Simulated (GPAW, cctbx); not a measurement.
# NaGaAg2Br6: what bonding does to one electron reflection, worked out

NaGaAg2Br6, Fm-3m (no. 225), a = 10.6615 Å, b = 10.6615 Å, c = 10.6615 Å, α = 90.00°, β = 90.00°, γ = 90.00°.

| atom | mult. | x | y | z |
| --- | --- | --- | --- | --- |
| Ag1 | 8 | 1/4 | 3/4 | 3/4 |
| Br1 | 24 | 0 | 0 | 0.7623 |
| Ga1 | 4 | 0 | 0 | 0 |
| Na1 | 4 | 1/2 | 0 | 0 |

The cell comes from substitution in a known structure type and wasn't matched to any measured phase.

A DFT run (GPAW, PBE, 450 eV, 3×3×3 k-points, Fermi–Dirac width 0.05 eV) gives the static X-ray structure factor of 020 as 67.703 e for the conventional cell; superposed free atoms give 65.791 e. **Problem.** Find the Fourier component V of the crystal potential and the two-beam extinction distance at 200 kV in both cases.

**1. Geometry**

The cell volume is Ω = 1211.85 Å³ and d(020) = 5.3308 Å, so g = 1/d = 0.1876 Å⁻¹.

**2. The nuclei**

Electrons feel nuclei as well as electrons, so the nuclear charges are summed with the same phases.

Phase sums Σ exp(2πi h·x), turned so that the total is real and positive: Ag -8.000, Br +8.096, Ga +4.000, Na +4.000. Then F_Z = 47 × (-8.000) + 35 × (+8.096) + 31 × (+4.000) + 11 × (+4.000) = 75.36 e. The electron term has the same sign for this reflection.

**3. Mott–Bethe**

Poisson's equation, term by term, gives V = (e/4πε₀)(F_Z − F)/(πΩg²), with e/4πε₀ = 14.3996 V Å.

The prefactor is 14.3996 × 5.3308²/(π × 1211.85) = 0.10748 V per electron. Free atoms: (75.36 − 65.791) × 0.10748 = 1.028 V. Crystal: (75.36 − 67.703) × 0.10748 = 0.822 V. F changes by +2.91 % and V by -20.0 %: the same 1.91 e is measured against F_Z − F = 9.6 e in place of F = 65.8 e.

**4. Extinction distance**

In the two-beam case ξ = 1/(λU) with U = 2γm₀eV/h², that is ξ = 150.41 V Å²/(γλV).

At 200 kV, λ = 0.02508 Å and γ = 1.3914. Free atoms: ξ = 4193 Å. Crystal: ξ = 5241 Å. The thickness fringes go as sin²(πt/ξ), so the two patterns slip by a quarter of a period when t|1/ξ₁ − 1/ξ₀| = 1/4, at t ≈ 524 nm. Thermal motion, absorption and many-beam coupling, left out here, change a real pattern.

**5. Answer**

V(020) is 0.82 V against 1.03 V, and ξ is 5241 against 4193 Å. Limits: static atoms, two beams.
